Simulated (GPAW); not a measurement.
## C K-edge XANES of rock-salt (TiC)₁₋ₓ(ZrC)ₓ at x = 0.25

Aim: the C K edge in rock-salt (TiC)₁₋ₓ(ZrC)ₓ at x = 0.25, one member of a composition series.

Method: X-ray absorption from dipole matrix elements to empty bands, plane-wave PAW LDA, in GPAW 26.7.0.

### 1. Starting point

The cell holds 16 atoms: 2 Zr, 8 C and 6 Ti. Its edges and angles: a = 6.252 Å, b = 6.252 Å, c = 6.252 Å, α = 60.0°, β = 60.0°, γ = 60.0°. 16-atom rock-salt cell, 2 of 8 Ti sites taken by Zr at random, lattice constants typed for the ends and interpolated (Vegard).

Coordinates:

```cif
data_structure
_symmetry_space_group_name_H-M 'P 1'
_symmetry_Int_Tables_number 1
_cell_length_a 6.2522
_cell_length_b 6.2522
_cell_length_c 6.2522
_cell_angle_alpha 60.000
_cell_angle_beta 60.000
_cell_angle_gamma 60.000
_cell_volume 172.82
loop_
_atom_site_label
_atom_site_type_symbol
_atom_site_fract_x
_atom_site_fract_y
_atom_site_fract_z
_atom_site_occupancy
Zr1 Zr 0.99933 0.99879 0.99772 1
C2 C 0.75316 0.24942 0.25251 1
Ti3 Ti 0.99860 0.99801 0.49974 1
C4 C 0.75013 0.24925 0.75068 1
Ti5 Ti 0.00183 0.50237 0.99888 1
C6 C 0.74922 0.75295 0.24915 1
Ti7 Ti 0.99467 0.49694 0.50026 1
C8 C 0.74981 0.75130 0.75003 1
Ti9 Ti 0.50009 0.99833 0.00295 1
C10 C 0.24989 0.25191 0.25090 1
Zr11 Zr 0.50067 0.00178 0.49854 1
C12 C 0.24635 0.25352 0.74458 1
Ti13 Ti 0.49852 0.50214 0.99858 1
C14 C 0.24830 0.74861 0.24817 1
Ti15 Ti 0.49420 0.50043 0.49845 1
C16 C 0.24706 0.74977 0.74887 1
```

### 2. Relaxation

Bond lengths around the absorber set the edge shape, so the atoms are relaxed before any spectrum.

File relax.py:

```python
import numpy as np
from ase import Atoms
from ase.parallel import parprint, paropen
from gpaw import GPAW, PW, FermiDirac, Mixer, MixerDif, setup_paths
from ase.optimize import BFGS

atoms = Atoms('ZrCTiCTiCTiCTiCZrCTiCTiC',
    cell=[[0, 4.421, 4.421],
     [4.421, 0, 4.421],
     [4.421, 4.421, 0]],
    scaled_positions=[[0.999335, 0.998792, 0.997719],
     [0.753158, 0.249419, 0.252513],
     [0.998597, 0.998013, 0.49974],
     [0.750132, 0.24925, 0.750683],
     [0.001828, 0.502372, 0.998877],
     [0.749222, 0.75295, 0.249146],
     [0.994666, 0.496941, 0.500262],
     [0.749812, 0.751299, 0.750033],
     [0.500088, 0.998327, 0.002949],
     [0.249891, 0.251906, 0.250896],
     [0.500667, 0.001778, 0.49854],
     [0.246347, 0.253519, 0.744579],
     [0.498519, 0.502141, 0.998578],
     [0.248297, 0.748609, 0.248168],
     [0.4942, 0.500426, 0.49845],
     [0.247061, 0.749767, 0.748867]],
    pbc=True)
atoms.calc = GPAW(legacy_gpaw=True, mode=PW(500, force_complex_dtype=True), xc='LDA', setups={},
    kpts={'size': (4, 4, 4), 'gamma': True}, occupations=FermiDirac(0.08),
    charge=0, mixer=Mixer(0.1, 5, 50), maxiter=150,
    convergence={'density': 0.0001, 'eigenstates': 1e-6}, txt='relax.txt')
steps = []
opt = BFGS(atoms, logfile='-')
opt.attach(lambda: steps.append([atoms.get_potential_energy(), float(np.linalg.norm(atoms.get_forces(), axis=1).max())]))
done = opt.run(fmax=0.05, steps=30)
out = dict(done=bool(done), steps=steps, frac=atoms.get_scaled_positions().tolist())
import json
with paropen('out.json', 'w') as f:
    json.dump(out, f)
```

Command:

```bash
> OMP_NUM_THREADS=1 mpirun -n 4 gpaw python relax.py
```

Numbers of over 12 decimals in the logs are rounded to 6 here.

The log of the run:

```text
Input parameters:
  convergence: {density: 0.0001,
                eigenstates: 1e-06}
  kpts: {gamma: True,
         size: (4, 4, 4)}
  maxiter: 150
  mixer: {backend: pulay,
          beta: 0.1,
          method: separate,
          nmaxold: 5,
          weight: 50}
  mode: {ecut: 500.0,
         force_complex_dtype: True,
         name: pw}
  occupations: {fixmagmom: False,
                name: fermi-dirac,
[...]
14 Ti    0.00006   -0.01731   -0.00935
 15 C    -0.02566   -0.01001   -0.02312
Step     Time          Energy          fmax
BFGS:    0 02:38:16     -155.530739        1.857542
BFGS:    1 02:39:32     -155.738214        1.229419
BFGS:    2 02:41:04     -155.911423        0.197252
BFGS:    3 02:41:59     -155.914704        0.149693
[...]
BFGS:    7 02:45:35     -155.838606        0.667301
BFGS:    8 02:46:53     -155.919938        0.035961
[key lines of the parts left out:]
Converged after 12 iterations.
Dipole moment: (0.132088, 0.870168, 0.367714) |e|*Ang
Free energy:   -155.919938
Fermi level: 9.99617
```

Run time: 12 min. Hardware: 4 MPI ranks of Arm Neoverse V2, shared host; peak memory 0.43 GiB.

In 8 steps the energy fell by 389 meV (energies extrapolated to zero smearing) and the largest force to 0.036 eV/Å. Atom 6 (C; the text counts from 1, the script from 0) is among those that moved most, by 0.08 Å.

### 3. The field without a hole

The ground state comes first: it tells whether the system has a gap, which decides how the excited electron is treated.

File scf.py:

```python
import numpy as np
from ase import Atoms
from ase.parallel import parprint, paropen
from gpaw import GPAW, PW, FermiDirac, Mixer, MixerDif, setup_paths
from gpaw.test import gen
setup_paths.insert(0, '.')
gen('C', name='nch1s', xcname='LDA', corehole=(1, 0, 0), write_xml=True)
from gpaw.mpi import world
world.barrier()

atoms = Atoms('ZrCTiCTiCTiCTiCZrCTiCTiC',
    cell=[[0, 4.421, 4.421],
     [4.421, 0, 4.421],
     [4.421, 4.421, 0]],
    scaled_positions=[[0.9988738, 0.0002773, 0.9994413],
     [0.7488038, 0.2609989, 0.249387],
     [0.9988248, 0.0004165, 0.4994218],
     [0.7436755, 0.2555843, 0.7440637],
     [0.9987688, 0.5003192, 0.9992958],
     [0.7487698, 0.7396245, 0.2492611],
     [0.9990887, 0.5004331, 0.4992008],
     [0.7540659, 0.7450806, 0.7546172],
     [0.498977, 0.0003283, 0.9992141],
     [0.2435121, 0.2555695, 0.2441477],
     [0.4987727, 0.0003985, 0.4993967],
     [0.24877, 0.2611741, 0.7494091],
     [0.4988016, 0.5003029, 0.9994932],
     [0.2541473, 0.7451289, 0.2546828],
     [0.4990143, 0.5003356, 0.4994438],
     [0.2489707, 0.7395424, 0.7495317]],
    pbc=True)
atoms.calc = calc = GPAW(legacy_gpaw=True, mode=PW(500, force_complex_dtype=True), xc='LDA', setups={1: 'nch1s'},
    kpts={'size': (4, 4, 4), 'gamma': True}, occupations=FermiDirac(0.05),
    charge=0, mixer=Mixer(0.1, 5, 50), maxiter=150,
    convergence={'density': 0.0001, 'eigenstates': 1e-6}, txt='scf.txt')
energy = atoms.get_potential_energy() + calc.get_reference_energy()
ef = calc.get_fermi_level()
out = dict(energy=energy, fermi=ef, forces=atoms.get_forces().tolist())
parprint(f'all-electron energy {energy:.4f} eV, Fermi level {ef:.4f} eV')
ev = np.array([[calc.get_eigenvalues(k, s) for k in range(len(calc.get_ibz_k_points()))] for s in range(calc.get_number_of_spins())])
out['homo'], out['lumo'], out['counts'] = ev[ev < ef].max(), ev[ev > ef].min(), sorted(set((ev < ef).sum((0, 2)).tolist()))
out['filled'] = (ev[:, 0] < ef).sum(1).tolist()
import json
with paropen('out.json', 'w') as f:
    json.dump(out, f)
```

Command:

```bash
> OMP_NUM_THREADS=1 mpirun -n 4 gpaw python scf.py
```

The log of the run:

```text
Input parameters:
  convergence: {density: 0.0001,
                eigenstates: 1e-06}
  kpts: {gamma: True,
         size: (4, 4, 4)}
  maxiter: 150
  mixer: {backend: pulay,
          beta: 0.1,
          method: separate,
          nmaxold: 5,
          weight: 50}
  mode: {ecut: 500.0,
         force_complex_dtype: True,
         name: pw}
  occupations: {fixmagmom: False,
                name: fermi-dirac,
                width: 0.05}
  setups: {1: nch1s}

Initialize ...

[... PAW data sets ...]

Reference energy: -342767.240059  # eV

Spin-paired calculation

[... convergence settings ...]
Symmetries present (total): 1
  [... symmetry matrices ...]

64 k-points: 4 x 4 x 4 Monkhorst-Pack grid + [1/8,1/8,1/8]
36 k-points in the irreducible part of the Brillouin zone
       k-points in crystal coordinates                weights
   0:     0.00000000    0.00000000    0.00000000          1/64
   1:     0.00000000    0.00000000    0.25000000          2/64
   2:     0.00000000    0.00000000    0.50000000          1/64
   3:     0.00000000    0.25000000   -0.25000000          2/64
   4:     0.00000000    0.25000000    0.00000000          2/64
   5:     0.00000000    0.25000000    0.25000000          2/64
   6:     0.00000000    0.25000000    0.50000000          2/64
   7:     0.00000000    0.50000000    0.00000000          1/64
   8:     0.00000000    0.50000000    0.25000000          2/64
   9:     0.00000000    0.50000000    0.50000000          1/64
          ...
  35:     0.50000000    0.50000000    0.50000000          1/64

Wave functions: Plane wave expansion
  Cutoff energy: 500.000 eV
  Number of coefficients (min, max): 4360, 4398
  Pulay-stress correction: 0.000000 eV/Ang^3 (de/decut=0.000000)
  Using FFTW library
  Wavefunction extrapolation:
    Improved wavefunction reuse through dual PAW basis

Occupation numbers: Fermi-Dirac:
  width: 0.0500  # eV

Eigensolver
   Davidson(niter=2)

Densities:
  Coarse grid: 35*35*35 grid
  Fine grid: 70*70*70 grid
  Total Charge: 0.000000

Density mixing:
  Method: separate
  Backend: pulay
  Linear mixing parameter: 0.1
  old densities: 5
  Width of damping distribution: 1.1
  Damping of long wavelength oscillations: 50

[... Hamiltonian set-up ...]
Number of atoms: 16
Number of atomic orbitals: 136
Number of bands in calculation: 81
Number of valence electrons: 128
Bands to converge: occupied

... initialized

Initializing position-dependent things.

Density initialized from atomic densities
Creating initial wave functions:
  81 bands from LCAO basis set

                       Ti
                Ti   C
                 Zr
              C
          Ti    C    Ti
         C    Ti    C
                Ti
             C
         Zr   C
       C

Atomic positions and initial magnetic moments

Positions:
   0 Zr     4.419756    8.834551    4.417247    ( 0.0000,  0.0000,  0.0000)
   1 C      2.256416    4.413002    4.464338    ( 0.0000,  0.0000,  0.0000)
   2 Ti     2.209785    6.623748    4.417646    ( 0.0000,  0.0000,  0.0000)
   3 C      4.419444    6.577295    4.417728    ( 0.0000,  0.0000,  0.0000)
   4 Ti     6.629798    8.833444    6.627468    ( 0.0000,  0.0000,  0.0000)
   5 C      4.371863    4.412295    6.580191    ( 0.0000,  0.0000,  0.0000)
   6 Ti     4.419381    6.623938    6.629386    ( 0.0000,  0.0000,  0.0000)
[...]
13 C      4.420168    2.249538    4.417800    ( 0.0000,  0.0000,  0.0000)
  14 Ti     4.420025    4.414183    4.418126    ( 0.0000,  0.0000,  0.0000)
  15 C      6.583197    4.414379    4.370216    ( 0.0000,  0.0000,  0.0000)

Unit cell:
           periodic     x           y           z      points  spacing
  1. axis:    yes    0.000000    4.421000    4.421000    35     0.1459
  2. axis:    yes    4.421000    0.000000    4.421000    35     0.1459
  3. axis:    yes    4.421000    4.421000    0.000000    35     0.1459

  Lengths:   6.252238   6.252238   6.252238
  Angles:   60.000000  60.000000  60.000000

Effective grid spacing dv^(1/3) = 0.1591

iter:   1  -173.268997
iter:   2  -161.437781   -0.33  -0.89
iter:   3  -155.397508   +0.42  -1.04
iter:   4  -156.001150   -0.33  -1.60
iter:   5  -156.576140   -0.68  -1.58
iter:   6  -156.165236   -1.04  -1.56
iter:   7  -156.384191   -1.62  -1.95
iter:   8  -156.093206   -1.51  -1.84
iter:   9  -155.983086   -2.51  -1.98
iter:  10  -155.905499   -1.64  -2.10
iter:  11  -155.896384   -1.76  -2.39
iter:  12  -155.895257c  -2.75  -2.86
iter:  13  -155.894151c  -3.62  -2.97
iter:  14  -155.893961c  -4.35  -3.12
iter:  15  -155.894068c  -4.36  -3.75
iter:  16  -155.893928c  -4.79  -3.53
iter:  17  -155.893926c  -5.15  -3.90
iter:  18  -155.893929c  -5.38  -4.02c
iter:  19  -155.893923c  -5.27  -3.87
iter:  20  -155.893916c  -6.51c -4.29c

Converged after 20 iterations.

Dipole moment: (0.132114, 0.870199, 0.367945) |e|*Ang

Energy contributions relative to reference atoms: (reference = -342767.240059)

Kinetic:       +117.689922
Potential:     -127.991909
External:        +0.000000
XC:            -146.357098
Entropy (-ST):   -0.020530
Local:           +0.775435
SIC:             +0.000000
--------------------------
Free energy:   -155.904181
Extrapolated:  -155.893916

Showing only first 2 kpts
 Kpt  Band  Eigenvalues  Occupancy
  0    62     10.08125    0.26826
  0    63     10.27658    0.00621
  0    64     10.72884    0.00000
  0    65     10.73018    0.00000

  1    62      9.73182    1.98816
  1    63      9.73429    1.98757
  1    64     10.39958    0.00053
  1    65     10.41557    0.00039

Fermi level: 9.98800

No gap
No difference between direct/indirect transitions

Forces in eV/Ang:
  0 Zr    0.00076   -0.00658    0.00203
  1 C     0.01786    0.00432    0.02146
  2 Ti   -0.00621   -0.00216    0.00052
  3 C     0.00194   -0.01136   -0.00183
  4 Ti    0.00686    0.01009    0.00710
  5 C    -0.00583    0.00917   -0.00676
  6 Ti    0.00697   -0.00099   -0.01782
[...]
13 C    -0.00493    0.00928   -0.00432
 14 Ti   -0.00224   -0.01156   -0.00702
 15 C    -0.01872   -0.01105   -0.01598
Scalar-relativistic atomic LDA calculation for C (Carbon, Z=6)
Core hole in 1s state (1s occupation: 2.0)
300 radial gridpoints.
|------------------------------------------------|
|------------------------------------------------|
[... the atom generator's iteration count ...]

Energy contributions:
-------------------------
Kinetic:      +37.233774
XC:            -4.729621
Potential:    -69.944456
-------------------------
Total:        -37.440303

state      eigenvalue         ekin         rmax
-----------------------------------------------
1s^2.0 :    -9.951671    15.733548        0.175
2s^2.0 :    -0.501207     1.649369        1.216
2p^2.0 :    -0.198967     1.233970        1.191
-----------------------------------------------
(units: Bohr and Hartree)

Generating PAW setup
Kinetic energy of the core from tauc = 31.481335
Cutoffs:
rc(s)=1.200
rc(p)=1.200
rc(d)=1.200
rc(vbar)=1.080
rc(comp)=1.200
rc(nct)=1.200

Kinetic energy of the core states: 31.467096
Charge: 0.0
Core electrons: 2.0
Valence electrons: 4.0
Pseudo-core charge: 0.032813
Shape function alpha=6.944
Pseudo-electron charge 4.032078
state    eigenvalue         norm
--------------------------------
2s(2) :    -0.501207     1.045313
*s    :     0.498793
2p(2) :    -0.198967     0.954320
*p    :     0.801033
*d    :     0.000000
--------------------------------

Diagonalizing with gridspacing h=0.050

state   all-electron     PAW
-------------------------------
2s:      -0.501207    -0.501829
2p:      -0.198967    -0.199729
*d:                    0.045938
*f:                    0.074849
-------------------------------
all-electron energy -342923.1340 eV, Fermi level 9.9880 eV
```

It took 2.5 min on 4 MPI ranks; peak memory 0.43 GiB.

The mesh shows no gap, so the system is treated as a metal and the core electron is put at the Fermi level (neutral cell).

### 4. Cell without a hole, the energy reference

The photon energy needs a difference of total energies, so the cell and mesh of the coming hole run are first run without a hole.

scf.py, as its differences from that of step 3:

```diff
@@ -32,3 +32,3 @@
 atoms.calc = calc = GPAW(legacy_gpaw=True, mode=PW(500, force_complex_dtype=True), xc='LDA', setups={1: 'nch1s'},
-    kpts={'size': (4, 4, 4), 'gamma': True}, occupations=FermiDirac(0.05),
+    kpts={'size': (4, 4, 4), 'gamma': True}, occupations=FermiDirac(0.1),
     charge=0, mixer=Mixer(0.1, 5, 50), maxiter=150,
```

The log of the run:

```text
Input parameters:
  convergence: {density: 0.0001,
                eigenstates: 1e-06}
  kpts: {gamma: True,
         size: (4, 4, 4)}
  maxiter: 150
  mixer: {backend: pulay,
          beta: 0.1,
          method: separate,
          nmaxold: 5,
          weight: 50}
  mode: {ecut: 500.0,
         force_complex_dtype: True,
         name: pw}
  occupations: {fixmagmom: False,
                name: fermi-dirac,
[...]
2s(2) :    -0.501207     1.045313
*s    :     0.498793
2p(2) :    -0.198967     0.954320
*p    :     0.801033
*d    :     0.000000
--------------------------------

Diagonalizing with gridspacing h=0.050

state   all-electron     PAW
-------------------------------
2s:      -0.501207    -0.501829
2p:      -0.198967    -0.199729
*d:                    0.045938
*f:                    0.074849
-------------------------------
all-electron energy -342923.1326 eV, Fermi level 10.0035 eV
[key lines of the parts left out:]
Converged after 21 iterations.
Dipole moment: (0.132096, 0.870113, 0.367912) |e|*Ang
Free energy:   -155.934845
Fermi level: 10.00351
```

Wall time 2.7 min (4 MPI ranks); peak memory 0.43 GiB; 11 min of CPU time.

Reference energy: -342923.133 eV with the cores included.

(Part 1 of 3 ends here.)

[Banner, clock and machine lines of the logs are left out without a mark of their own.]

[Logs are printed without paths, hosts, clocks, repeated set-up lines and the standing remarks that a program may print on its own settings, such as how far it seeks lower states.]

[Hosts, paths, dates, database ids (printed as entryN), source tags and the programs' standing remarks are cut or masked in the printed files.]

[Lists of maxima count a maximum above −3 eV only where it reaches 4 % of the highest in the window and stands out from its surroundings by 2 % of it (1.5 % where it reaches 55 %); shoulders and weaker maxima are passed over, and of the rest the first, up to two pre-edge ones and the few strongest are named.]
